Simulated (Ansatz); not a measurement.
# Starting-point dependence of the GW gap of AlN (F-43m)

Aim: G0W0 for AlN (F-43m) on several starting functionals, at one mesh, band count and screening cutoff.

Calculated with Ansatz 0.2.0; G0W0 on several functionals, plane waves, PAW.

In doubt: masses and optical values from hybrid runs of this build are listed as unsure (steps 3, 4), which bears on the screening that GW takes from such a start.

## Step 1: The structure

The structure is cubic, space group F-43m (No. 216). The conventional cell has a = 4.368 Å, b = 4.368 Å, c = 4.368 Å, α = 90.00°, β = 90.00°, γ = 90.00°. Nearest to Al lie 4 N at 1.89 Å. Nearest to N lie 4 Al at 1.89 Å. Farther neighbours and most contacts between anions are not listed.

The cell and positions are those that the Materials Project relaxed with its own functionals (PBE, PBE+U or r2SCAN), kept fixed. This is not the form that AlN usually takes at ambient conditions.

## Step 2: G0W0 on PBE

Now the one-shot GW correction: screening in the RPA, then the self-energy of the levels asked for. This step takes PAW set soft_1 files.

This step: G0W0 on PBE, plane waves, PAW; PAW set soft_1.

Contents of input.yaml:

```yaml
crystal:
  lattice:
    - [0.0, 2.1839935596, 2.1839935596]
    - [2.1839935596, 0.0, 2.1839935596]
    - [2.1839935596, 2.1839935596, 0.0]
  atoms:
    - { symbol: Al, position: [0.0, 0.0, 0.0] }
    - { symbol: "N", position: [0.75, 0.75, 0.75] }
kpoints:
  mp_grid: { grid: [6, 6, 6] }
hamiltonian:
  xc: pbe
  pseudopotentials: { kind: paw, azcp: { folder: soft_1 } }
scf:
  occupations: { method: fixed }
gw:
  n_empty_bands: 62
  ecut_chi: 120
  qp_bands: [v2, c2]
  qp_kpoints: band_edges
  screening: { model: contour_deformation }
```

Launch:

```sh
$ ansatz run input.yaml --threads 3 --pin off --max-ram 92160MiB --backend cuda --events-out ev --progress --plain --runs-dir out --devices 1 --max-vram 13GiB
```

Numbers of over 12 decimals in the logs are rounded to 6 here.

Output:

```text
GPUs: using 1 of 1 available (devices: 1).
Engine: ansatz 0.2.0, x86_64-unknown-linux-gnu
Pseudopotentials: kind: paw
Pseudopotential: Al, paw, valence charge 3, recommended cutoff 420 eV (normal), soft_1/Al.paw.azcp
Pseudopotential: N, paw, valence charge 5, recommended cutoff 420 eV (normal), soft_1/N.paw.azcp
Functional definition: PBE
  parameter kappa = 0.804
  parameter beta = 0.066725
  exchange = pbe_x(kappa = kappa, mu = beta*pi^2/3)
  correlation = pbe_c(beta = beta)
device memory: the entry about to start is reckoned to put 0.4 GiB on a device that reports 63.1 GiB free (of which the cap on the GPU budget leaves the run 13.0 GiB)
GPU FFT provider: cuFFT
GPU libraries: cuBLAS 13.8.2, cuFFT 12.4.0, cuSOLVER 12.3.4
Crystal: 2 atoms, lattice volume = 20.835 Å³
Basis set: ecut = 420 eV, 411 PW (Γ)
Bands: 8, of which v1, the nominal top of the filled ones, is band 4 counted from 1 (3 counted from 0)
Symmetry: 24 space group operations
Space group: F-43m (ITA 216), of the structure as read, at distance tolerance 2.8e-5 Å
k-points: 16 of 216 (time reversal used)
Non-local potential: Al, projectors of the file, l = 0: 2, l = 1: 2, l = 2: 1
Non-local potential: N, projectors of the file, l = 0: 2, l = 1: 2, l = 2: 1
PAW form: soft (Blöchl's): semilocal exchange-correlation on the pseudo side does not see the compensation charge
PAW one-centre angular grid: Al, 110 points (default); XC on 64 Gauss nodes
PAW one-centre angular grid: N, 110 points (default); XC on 64 Gauss nodes
Initial density: superposition of atomic densities (chi_scale 0.1, normalization cell, long waves kept (reshape's long-wave potential 0.00 eV rms))
Initial wavefunctions: pseudopotential atomic-orbital guess
GPU buffer pool allocated for 13824 grid points (all kernels)
GPU transforms: local potential and band sums: pruned to the plane-wave sphere, on 24×24×24
Functional: x = pbe(κ = 0.804, μ = 0.219515), c = pbe(β = 0.066725)
SCF iter   1: F=—  HF=-925.658789 eV  |F-HF|=—  |Δ(HF+E_count)|=         —  Δρ=1.39e-1  dr2=4.93e0  ethr=3.10e-3  ⟨swp⟩=4.2  Hψ=839  notcnv=0  defer=4
preconditioner: auto → none  [insulator: Δε(μ)=5.460 eV  Ē_g=16.570 eV  n_scr=0 (ndim 8)  ℏωp=23.0 eV  f_vac=0.000  ε∞_Penn≈2.9]
SCF iter   2: F=—  HF=-924.424811 eV  |F-HF|=—  |Δ(HF+E_count)|=    1.23e0  Δρ=7.73e-2  dr2=7.44e-1  ethr=3.10e-3  ⟨swp⟩=2.7  Hψ=400  notcnv=0  defer=20
SCF iter   3: F=—  HF=-924.214508 eV  |F-HF|=—  |Δ(HF+E_count)|=   2.10e-1  Δρ=2.34e-2  dr2=5.69e-2  ethr=3.10e-3  ⟨swp⟩=2.6  Hψ=345  notcnv=0  defer=28
SCF iter   4: F=—  HF=-924.207733 eV  |F-HF|=—  |Δ(HF+E_count)|=   6.78e-3  Δρ=1.45e-3  dr2=2.17e-4  ethr=7.12e-4  ⟨swp⟩=2.0  Hψ=162  notcnv=0  defer=30
SCF iter   5: F=—  HF=-924.207665 eV  |F-HF|=—  |Δ(HF+E_count)|=   6.75e-5  Δρ=4.29e-4  dr2=1.02e-5  ethr=2.72e-6  ⟨swp⟩=2.7  Hψ=210  notcnv=0  defer=30
SCF iter   6: F=—  HF=-924.207667 eV  |F-HF|=—  |Δ(HF+E_count)|=   1.61e-6  Δρ=3.58e-5  dr2=1.60e-7  ethr=1.27e-7  ⟨swp⟩=2.1  Hψ=189  notcnv=0
SCF iter   7: F=-924.207667 eV  HF=-924.207667 eV  |F-HF|=3.73e-9  |Δ(HF+E_count)|=   5.43e-8  Δρ=4.88e-6  dr2=3.02e-9  ethr=1.25e-9  ⟨swp⟩=3.9  Hψ=575  notcnv=0
SCF 1 converged in 7 iterations: F = -924.207667 eV  dr2 = 3.02e-9
  greatest PAW one-centre occupation: 0.790 electrons in one spin orbital (limit 2), on the N atom at site 1 (counted from 0), in its partial waves of l = 0
device memory: the entry about to start is reckoned to put 0.4 GiB on a device that reports 63.4 GiB free (of which the cap on the GPU budget leaves the run 13.0 GiB)
NSCF: frozen V_eff on 16 k-points, pencils in batches of 32, up to order 32
the band table was solved once the SCF had ended and its energy, with any forces and stress, was formed, with the checks that follow a solve (949 applications of the Hamiltonian). They found nothing against the state; the energy, forces and stress were not computed again (output.eigenvalues in the input reference)
device memory: the entry about to start is reckoned to put 1.2 GiB on a device that reports 62.4 GiB free (of which the cap on the GPU budget leaves the run 13.0 GiB)
NSCF: frozen V_eff on 16 k-points
G₀W₀ screening: q 1/16
[... further progress lines ...]
device memory: the entry about to start is reckoned to put 0.3 GiB on a device that reports 59.9 GiB free (of which the cap on the GPU budget leaves the run 13.0 GiB)
NSCF: frozen V_eff on 1 k-points
device memory: the entry about to start is reckoned to put 0.3 GiB on a device that reports 59.9 GiB free (of which the cap on the GPU budget leaves the run 13.0 GiB)
NSCF: frozen V_eff on 1 k-points
SCF converged after 7 iterations
Free energy (F): -924.207667 eV
Harris-Foulkes:  -924.207667 eV  (|F-HF|=3.73e-9)
Internal energy: -924.207667 eV  (E = F + TS)
E sigma→0 (E₀):  -924.207667 eV
Fermi energy:    6.965493 eV
--- Per-component energies (eV) ---
  E_band       = 15.356268
  E_kinetic    = 156.741246
  E_local      = -209.142472  (includes V_loc(G=0)·N_el)
  E_nonlocal   = 44.656391
  E_hartree    = 77.121741
  E_xc         = -99.069739
  E_vxc        = -107.006535  (∫ρ·V_xc dr)
  E_paw        = -597.912116  (= ΣΔE_a)
  E_vpaw       = -24.136877  (= ΣTr[D̂ρ^β])
  E_aug_tail   = 0.000837  (compensation charges beyond the density's cutoff)
  E_ewald      = -296.603555
  E_smearing   = -0.000000  (= −TS)
  E_closure    = 0.000000  (closes the sum)
  Σ components = -924.207667   (vs F -924.207667, Δ=0.00e0)
--- Band table (eV; the first three rows and the last of 16) ---
  k-point 0: bands = ["-7.9981", "6.9655", "6.9655", "6.9655", "11.1514", "19.5431", "19.5431", "19.5431"]
  k-point 1: bands = ["-7.6016", "5.1152", "6.8345", "6.8345", "12.5774", "18.6294", "19.7025", "19.7025"]
  k-point 2: bands = ["-6.6187", "2.4255", "6.5971", "6.5971", "13.9750", "17.3721", "18.6938", "18.6938"]
  k-point 15: bands = ["-5.2817", "2.6615", "4.1949", "4.4753", "12.2125", "17.2783", "19.9470", "19.9915"]
--- G₀W₀: contour deformation, 6 samples at zero and on the imaginary axis and 3 off it, 216 q-points, 62 empty bands' worth ---
  eigenvalues of the whole cell's RPA ε∞ on this k-mesh (on a slab, of 1 + 4πα/V) = 4.4070, 4.4070, 4.4070; static W/v taken at q = 0 is 0.226914
  bands read: the sum over 66 bands ends inside a degenerate multiplet in 4 slots, whose members it reads at an even weight; the widest, k=0: bands 65 to 67 (counted from 1) at 2/3 each
  gw.qp_kpoints: band_edges: 9 of 16 stored k-points solved, in 1 pass; an edge of the gap read off the rows below is read off those points alone
    valence top: of the k-points left out ik 4 came nearest to being solved in a further pass, in band 3 (counted from 1, as in the quasiparticle table): it holds the edge there only if its correction is more favourable than any solved in that band by at least 0.515 eV; those differ by 0.278 eV
    conduction bottom: of the k-points left out ik 15 came nearest to being solved in a further pass, in band 5 (counted from 1, as in the quasiparticle table): it holds the edge there only if its correction is more favourable than any solved in that band by at least 1.924 eV; those differ by 0.523 eV
    ik  band        ε_KS         Σx   Σc(E_QP)       V_xc       Z   E_QP_lin       E_QP  E_QP is
     0     3      6.9655   -21.7299     3.2496   -17.6767  0.7796     6.1555     6.1619  root
     0     4      6.9655   -21.7299     3.2496   -17.6767  0.7796     6.1555     6.1619  root
     0     5     11.1514    -9.8106    -3.8722   -14.4660  0.8142    11.9389    11.9346  root
     0     6     19.5431    -6.5416    -5.2268   -12.7903  0.8051    20.5746    20.5650  root
     1     3      6.8345   -21.7241     3.2848   -17.6174  0.7789     6.0059     6.0126  root
     1     4      6.8345   -21.7241     3.2848   -17.6174  0.7789     6.0059     6.0126  root
     1     5     12.5774   -10.1092    -4.0555   -15.0503  0.8053    13.4694    13.4630  root
     1     6     18.6294    -6.9105    -5.2215   -13.1362  0.7964    19.6450    19.6336  root
     2     3      6.5971   -21.7382     3.3526   -17.5330  0.7777     5.7369     5.7445  root
     2     4      6.5971   -21.7382     3.3526   -17.5330  0.7777     5.7369     5.7445  root
     2     5     13.9750    -8.6910    -4.4814   -14.0827  0.8078    14.8933    14.8853  root
     2     6     17.3721    -7.4617    -5.4043   -13.8471  0.7684    18.3702    18.3531  root
     3     3      6.4887   -21.7525     3.3831   -17.5043  0.7771     5.6157     5.6236  root
     3     4      6.4887   -21.7525     3.3831   -17.5043  0.7771     5.6157     5.6236  root
     3     5     14.3475    -7.9143    -4.4849   -13.2673  0.8190    15.2222    15.2156  root
     3     6     16.8287    -7.5444    -5.5582   -14.0699  0.7569    17.8170    17.7960  root
     7     3      5.1499   -20.9224     3.5979   -16.3124  0.7701     4.1243     4.1377  root
     7     4      6.4569   -21.7007     3.3762   -17.4550  0.7771     5.5795     5.5875  root
     7     5     14.9497    -7.5630    -4.8075   -13.2587  0.7916    15.8479    15.8379  root
     7     6     15.8132    -7.1541    -4.7508   -12.7723  0.8100    16.6891    16.6807  root
     8     3      5.7664   -21.1252     3.4764   -16.6890  0.7741     4.7957     4.8066  root
     8     4      6.8348   -21.8284     3.2963   -17.7143  0.7787     6.0103     6.0170  root
     8     5     13.9299    -9.6701    -4.4539   -15.1000  0.7954    14.9157    14.9058  root
     8     6     17.7906    -6.3235    -5.1925   -12.3910  0.7939    18.6714    18.6656  root
[...]
10     3      4.4481   -20.4108     3.6948   -15.6341  0.7656     3.3487     3.3663  root
    10     4      5.4764   -21.2835     3.5766   -16.7124  0.7719     4.4699     4.4820  root
    10     5     11.6529    -6.4452    -4.0103   -11.0252  0.8224    12.2251    12.2226  root
    10     6     16.6026    -6.6859    -4.6721   -12.2505  0.8177    17.5029    17.4950  root
    12     3      5.1996   -21.2109     3.6389   -16.5476  0.7700     4.1617     4.1752  root
    12     4      5.1996   -21.2109     3.6389   -16.5476  0.7700     4.1617     4.1752  root
    12     5     10.2882    -5.8665    -3.8334   -10.1533  0.8306    10.7430    10.7416  root
    12     6     15.5843    -6.0620    -4.4641   -11.3011  0.8318    16.3643    16.3593  root
```

The job ended after 10 s (1 × NVIDIA H100 80GB HBM3 (shared by 6 runs) with 3 threads of AMD EPYC 7R13 (Zen 3), shared host; peak memory 0.97 GiB).

This step gave:

```yaml
bands_summed: 66
rpa_eps_infinity_on_this_mesh_eigenvalues: 4.407, 4.407, 4.407
plane_waves_in_the_screening_matrix: 59
q_points_in_the_mesh: 216
g0w0_gap_on_the_mesh: 4.580 eV
k_of_the_valence_top: 0, 0, 0
k_of_the_conduction_bottom: 0, -0.5, -0.5
starting_gap_on_the_mesh: 3.323 eV
z_at_the_valence_top: 0.7796
z_at_the_conduction_bottom: 0.8306
least_direct_g0w0_gap_on_the_computed_points: 5.773 eV
```

The gap on the mesh goes from 3.32 eV to 4.58 eV, a correction of +1.26 eV. Between the two edge states, bare exchange in place of the xc potential would open the gap by 8.34 eV, and correlation takes back 7.08 eV.

## Step 3: G0W0 on HSE06

The same correction from a different start measures what one shot leaves open.

This step: G0W0 on HSE06, plane waves, PAW; PAW set soft_1.

input.yaml: that of step 2 with these lines changed.

```diff
@@ -11,3 +11,3 @@
 hamiltonian:
-  xc: pbe
+  xc: hse06
   pseudopotentials: { kind: paw, azcp: { folder: soft_1 } }
```

Output:

```text
GPUs: using 1 of 1 available (devices: 1).
[...]
davidson cushion auto → on  (no smearing: the cushion is to keep the highest requested band from converging to the state above it; pin scf.eigensolver.cushion to override)
[...]
GPU FFT provider: cuFFT
GPU libraries: cuBLAS 13.8.2, cuFFT 12.4.0, cuSOLVER 12.3.4
Crystal: 2 atoms, lattice volume = 20.835 Å³
Basis set: ecut = 420 eV, 411 PW (Γ)
Bands: 8, of which v1, the nominal top of the filled ones, is band 4 counted from 1 (3 counted from 0)
Symmetry: 24 space group operations
[...]
k-points: 16 of 216 (time reversal used)
[...]
GPU buffer pool allocated for 13824 grid points (all kernels)
[...]
SCF iter   1: F=—  HF=-925.657189 eV  |F-HF|=—  |Δ(HF+E_count)|=         —  Δρ=1.40e-1  dr2=4.95e0  ethr=1.00e-1  ⟨swp⟩=4.4  Hψ=502  notcnv=0
[...]
SCF iter   4: F=-924.201472 eV  HF=-924.202059 eV  |F-HF|=5.88e-4  |Δ(HF+E_count)|=   6.56e-3  Δρ=2.77e-3  dr2=7.65e-4  ethr=7.27e-4  ⟨swp⟩=2.0  Hψ=320  notcnv=0
SCF 1 stopped early in 4 iterations: F = -924.201472 eV  dr2 = 7.65e-4
[...]
GPU FFT provider: cuFFT
GPU libraries: cuBLAS 13.8.2, cuFFT 12.4.0, cuSOLVER 12.3.4
[...]
GPU buffer pool allocated for 13824 grid points (all kernels)
[...]
G₀W₀ screening: q 1/16
[... further progress lines ...]
[...]
hybrid SCF converged: 2 outer / 7 inner (+4 warm-up), last move |dexx| = 3.26e-8 eV, tail = 1.56e-8 eV
Stability not checked: this state was not tested for a lower state beside it, because the functional holds exact exchange (a hybrid, or Hartree-Fock), whose exchange loop this test does not read (fock_operator; see scf.lower_state_search)
Free energy (F): -924.666771 eV
Frozen-core exchange: fock
[...]
Internal energy: -924.666771 eV  (E = F + TS)
E sigma→0 (E₀):  -924.666771 eV
Fermi energy:    6.031893 eV
[...]
--- Band table (eV; the first three rows and the last of 16) ---
[...]
guard bands above this table: 2 of the run's 8 bands. The solve was not asked for them (output.publish_guard_bands: true or output.eigenvalues: true publishes all)
[...]
0     3      6.0319   -21.7365     2.9414   -18.5450  0.8074     5.7815     5.7819  root
     0     4      6.0319   -21.7365     2.9414   -18.5450  0.8074     5.7815     5.7819  root
     0     5     11.5933    -9.4137    -3.7518   -13.7763  0.8377    12.2062    12.2041  root
     0     6     20.3272    -6.4318    -4.8149   -11.8987  0.8300    20.9829    20.9792  root
     1     3      5.8887   -21.7303     2.9685   -18.5016  0.8068     5.6280     5.6285  root
     1     4      5.8887   -21.7303     2.9685   -18.5016  0.8068     5.6280     5.6285  root
     1     5     13.0835    -9.6480    -3.9034   -14.2104  0.8304    13.7453    13.7427  root
     1     6     19.4112    -6.7629    -4.8086   -12.2055  0.8233    20.0486    20.0452  root
[...]
12     3      4.1038   -21.2306     3.2455   -17.6122  0.7994     3.7298     3.7310  root
    12     4      4.1038   -21.2306     3.2455   -17.6122  0.7994     3.7298     3.7310  root
    12     5     10.5859    -5.6475    -3.6972    -9.7363  0.8521    10.9783    10.9775  root
    12     6     16.1214    -5.9422    -4.1920   -10.6816  0.8530    16.6707    16.6689  root
```

Run time: 22 s. Hardware: 1 × NVIDIA H100 80GB HBM3 (shared by 6 runs) with 3 threads; peak memory 1.1 GiB; 16 s of CPU time.

Numbers from this step:

| Item | Value |
| --- | --- |
| bands summed | 66 |
| RPA ε∞ on this mesh (eigenvalues) | 3.681, 3.681, 3.681 |
| plane waves in the screening matrix | 59 |
| q-points in the mesh | 216 |
| G0W0 gap on the mesh | 5.196 eV |
| k of the valence top | 0, 0, 0 |
| k of the conduction bottom | 0, -0.5, -0.5 |
| starting gap on the mesh | 4.554 eV |
| Z at the valence top | 0.8074 |
| Z at the conduction bottom | 0.8521 |
| least direct G0W0 gap on the computed points | 6.422 eV |

Against the run with 6×6×6 mesh, 62 empty bands, screening to 120 eV, PAW set soft_1 files on PBE, the gap moves by +0.62 eV, while the start moved by +1.23 eV.

## Step 4: G0W0 on PBE0

This step: G0W0 on PBE0, plane waves, PAW; PAW set soft_1.

input.yaml: that of step 3 with these lines changed.

```diff
@@ -11,3 +11,3 @@
 hamiltonian:
-  xc: hse06
+  xc: pbe0
   pseudopotentials: { kind: paw, azcp: { folder: soft_1 } }
```

Output:

```text
GPUs: using 1 of 1 available (devices: 1).
[...]
GPU FFT provider: cuFFT
GPU libraries: cuBLAS 13.8.2, cuFFT 12.4.0, cuSOLVER 12.3.4
Crystal: 2 atoms, lattice volume = 20.835 Å³
Basis set: ecut = 420 eV, 411 PW (Γ)
Bands: 8, of which v1, the nominal top of the filled ones, is band 4 counted from 1 (3 counted from 0)
Symmetry: 24 space group operations
[...]
k-points: 16 of 216 (time reversal used)
[...]
1     5     13.4445    -9.6329    -3.8047   -13.8443  0.8390    13.8520    13.8511  root
     1     6     19.8010    -6.7583    -4.6642   -11.8117  0.8337    20.1916    20.1903  root
[...]
12     3      3.7101   -21.2350     3.1153   -18.0122  0.8100     3.6026     3.6027  root
    12     4      3.7101   -21.2350     3.1153   -18.0122  0.8100     3.6026     3.6027  root
    12     5     10.9353    -5.6395    -3.6084    -9.3827  0.8597    11.0702    11.0701  root
    12     6     16.4942    -5.9374    -4.0844   -10.3049  0.8603    16.7776    16.7771  root
[key lines of the parts left out:]
Free energy (F): -924.901451 eV
Fermi energy:    5.646226 eV
```

Elapsed: 19 s, on 1 × NVIDIA H100 80GB HBM3 (shared by 6 runs) with 3 threads; peak memory 1.2 GiB.

This step gave:

```yaml
bands_summed: 66
rpa_eps_infinity_on_this_mesh_eigenvalues: 3.493, 3.493, 3.493
plane_waves_in_the_screening_matrix: 59
g0w0_gap_on_the_mesh: 5.397 eV
k_of_the_valence_top: 0, 0, 0
k_of_the_conduction_bottom: 0, -0.5, -0.5
starting_gap_on_the_mesh: 5.289 eV
least_direct_g0w0_gap_on_the_computed_points: 6.633 eV
```

Against the run with 6×6×6 mesh, 62 empty bands, screening to 120 eV, PAW set soft_1 files on HSE06, the gap moves by +0.20 eV, while the start moved by +0.74 eV.

## Step 5: Side by side

All on the 6×6×6 mesh with 62 empty bands and screening to 120 eV. Times are wall times on 1 × NVIDIA H100 80GB HBM3 (shared by 6 runs) with 3 threads of AMD EPYC 7R13 (Zen 3), shared host, good to a factor of about two.

```tsv
start	starting gap (eV)	shift (eV)	G0W0 gap (eV)	RPA ε∞ (harmonic mean)	Z (valence, conduction)	time
PBE	3.32	+1.26	4.58	4.41	0.78, 0.83	10 s
HSE06	4.55	+0.64	5.20	3.68	0.81, 0.85	22 s
PBE0	5.29	+0.11	5.40	3.49	0.82, 0.86	19 s
```

The parts of the quasiparticle energy at the two band edges (eV; QP = start + Σx + Σc − Vxc):

```tsv
run	edge	start	Σx	Σc	Vxc	Z	QP
PBE	valence top	6.97	-21.73	3.25	-17.68	0.78	6.16
PBE	conduction bottom	10.29	-5.87	-3.83	-10.15	0.83	10.74
HSE06	valence top	6.03	-21.74	2.94	-18.55	0.81	5.78
HSE06	conduction bottom	10.59	-5.65	-3.70	-9.74	0.85	10.98
PBE0	valence top	5.65	-21.74	2.83	-18.94	0.82	5.67
PBE0	conduction bottom	10.94	-5.64	-3.61	-9.38	0.86	11.07
```

For a hybrid start, Vxc holds its share of exact exchange.

## Step 6: Results

```json
{
 "G0W0@PBE": "4.58 eV (start 3.32 eV)",
 "G0W0@HSE06": "5.20 eV (start 4.55 eV)",
 "G0W0@PBE0": "5.40 eV (start 5.29 eV)",
 "known limits": "not at the basis limit"
}
```

The starting gaps span 1.97 eV and the G0W0 gaps 0.82 eV. Between PBE and PBE0, 0.82 eV of the 1.97 eV survives, 42 %. PBE0 screens less than PBE (ε∞ 3.49 against 4.41). Of the 0.82 eV by which its G0W0 gap is higher, the correlation part gives +0.64 eV, and exchange with the one-particle terms, which follow the orbitals, +0.17 eV. The smallest correction, +0.11 eV, is on PBE0, the start nearest to reproducing itself. Bands and cutoff are finite, so the gap is not at the basis limit. The miss can reach some tenths of an eV and take either sign; the mesh is an error of its own.

[Paths, hosts, dates, memory and timing lines, banners, echoed tables and standing remarks are left out of the program output.]

[Logs are printed without paths, hosts, clocks, repeated set-up lines and the standing remarks that a program may print on its own settings, such as how far it seeks lower states.]

[Runs of the session that timed out or met a known fault of the program may be left out.]

[Cells called generated may have been cut or substituted from an entry of the Crystallography Open Database or the Materials Project.]

[Hosts, paths, dates, database ids (printed as entryN), source tags and the programs' standing remarks are cut or masked in the printed files.]
